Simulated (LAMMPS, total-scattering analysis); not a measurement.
# The surroundings of Se by a first difference

Two samples of ZnSe (Zn 50.0, Se 50.0 atom %; 300 K, zero pressure; ρ₀ = 0.0420 Å⁻³) differ only in the isotope of Se: 76Se (b = 12.2 fm) and 82Se (b = 6.34 fm). Other lengths: Zn 5.68 fm. The data are simulated by classical molecular dynamics (LAMMPS) with the Stillinger-Weber II-VI potential (Zhou et al., Phys. Rev. B 88, 085309 (2013)). The average runs over 8.0 ps of 100 atoms, so shells between rare elements are rough. It is rigid on the time of the run, a glass quenched from the melt; how it was made: 100 atoms placed at random at 5.1 g/cm^3, melted at 2600 K for 8 ps, cooled at 200 K/ps. The partials come from the cell's reciprocal vectors below 4 Å⁻¹ and from g(r) above; absorption, incoherent and inelastic scattering are left out. F(Q) = Σ ci cj bi bj (Sij − 1), in barn per steradian and atom:

| Q (Å⁻¹) | 76Se | 82Se | difference |
| --- | --- | --- | --- |
| 0.6 | -0.881 | -0.352 | -0.529 |
| 0.9 | -0.853 | -0.339 | -0.514 |
| 1.2 | -0.833 | -0.331 | -0.501 |
| 1.5 | -0.668 | -0.269 | -0.399 |
| 1.8 | 0.072 | -0.019 | 0.091 |
| 2.1 | 0.489 | 0.111 | 0.378 |
| 2.4 | -0.404 | -0.159 | -0.246 |
| 2.7 | -0.349 | -0.116 | -0.233 |
| 3.0 | 0.191 | 0.118 | 0.074 |
| 3.3 | 0.556 | 0.259 | 0.297 |
| 3.6 | 0.227 | 0.098 | 0.129 |
| 3.9 | -0.188 | -0.101 | -0.086 |
| 4.2 | -0.307 | -0.145 | -0.162 |
| 4.5 | -0.252 | -0.117 | -0.135 |
| 4.8 | -0.060 | -0.036 | -0.024 |
| 5.1 | 0.182 | 0.082 | 0.100 |
| 5.4 | 0.204 | 0.104 | 0.100 |
| 5.7 | 0.051 | 0.034 | 0.016 |
| 6.0 | -0.024 | -0.006 | -0.018 |
| 6.3 | 0.001 | -0.002 | 0.003 |
| 6.6 | -0.032 | -0.022 | -0.010 |
| 6.9 | -0.099 | -0.053 | -0.045 |
| 7.2 | -0.079 | -0.041 | -0.038 |
| 7.5 | -0.015 | -0.005 | -0.010 |
| 7.8 | 0.042 | 0.026 | 0.016 |
| 8.1 | 0.101 | 0.053 | 0.048 |
| 8.4 | 0.098 | 0.046 | 0.052 |
| 8.7 | 0.012 | 0.003 | 0.009 |
| 9.0 | -0.070 | -0.035 | -0.035 |
| 9.3 | -0.089 | -0.044 | -0.045 |
| 9.6 | -0.058 | -0.027 | -0.031 |
| 9.9 | -0.005 | -0.002 | -0.003 |
| 10.2 | 0.045 | 0.020 | 0.025 |
| 10.5 | 0.067 | 0.032 | 0.035 |
| 10.8 | 0.045 | 0.025 | 0.020 |

The first difference in real space, ΔG(r), in barn (from the pair functions, so without the broadening of a finite Q range):

first difference G(r), r (Å) and value: 1.86 -0.433, 1.94 -0.433, 2.02 -0.433, 2.10 -0.433, 2.18 -0.433, 2.26 -0.432, 2.34 -0.289, 2.42 0.418, 2.50 1.242, 2.58 0.623, 2.66 0.036, 2.74 -0.217, 2.82 -0.336, 2.90 -0.375, 2.98 -0.380, 3.06 -0.288, 3.14 -0.217, 3.22 -0.242, 3.30 -0.228, 3.38 -0.249, 3.46 -0.234, 3.54 -0.274, 3.62 -0.028, 3.70 0.251, 3.78 0.398, 3.86 0.479, 3.94 0.486, 4.02 0.456, 4.10 0.469, 4.18 0.496, 4.26 0.320, 4.34 0.170, 4.42 0.098, 4.50 0.098, 4.58 -0.015, 4.66 0.008, 4.74 -0.086, 4.82 -0.112, 4.90 -0.129, 4.98 -0.123, 5.06 -0.143

Q: What does the difference say of the neighbours of Se?

Pairs without Se cancel. ΔG(r) = Σ W [g(r) − 1] with W = 2 c(Se) c(j) b(j) Δb, and c(Se)² (b₁² − b₂²) for Se–Se: Se–Zn 0.1664, Se–Se 0.2716 barn. At small r, ΔG → −ΣW = -0.438; in this finite cell the Se–Se term carries (N − 1)/N with N = 50 atoms of Se, which gives -0.433.

The first feature, at 2.50 Å, is Se–Zn. n = 4πρ₀ c(Zn)/W ∫ r² [ΔG − ΔG(0)] dr up to 3.40 Å gives 5.0 Zn around each Se; the coordinates give 3.99 up to 3.40 Å; other pairs of Se reach into the range with their own weights.

Shells of Se from the coordinates: Zn–Se at 2.50 Å, 4.0 neighbours to 3.40 Å; Se–Se at 3.89 Å, 12.2 neighbours to 5.14 Å (first peaks with a usable minimum only).
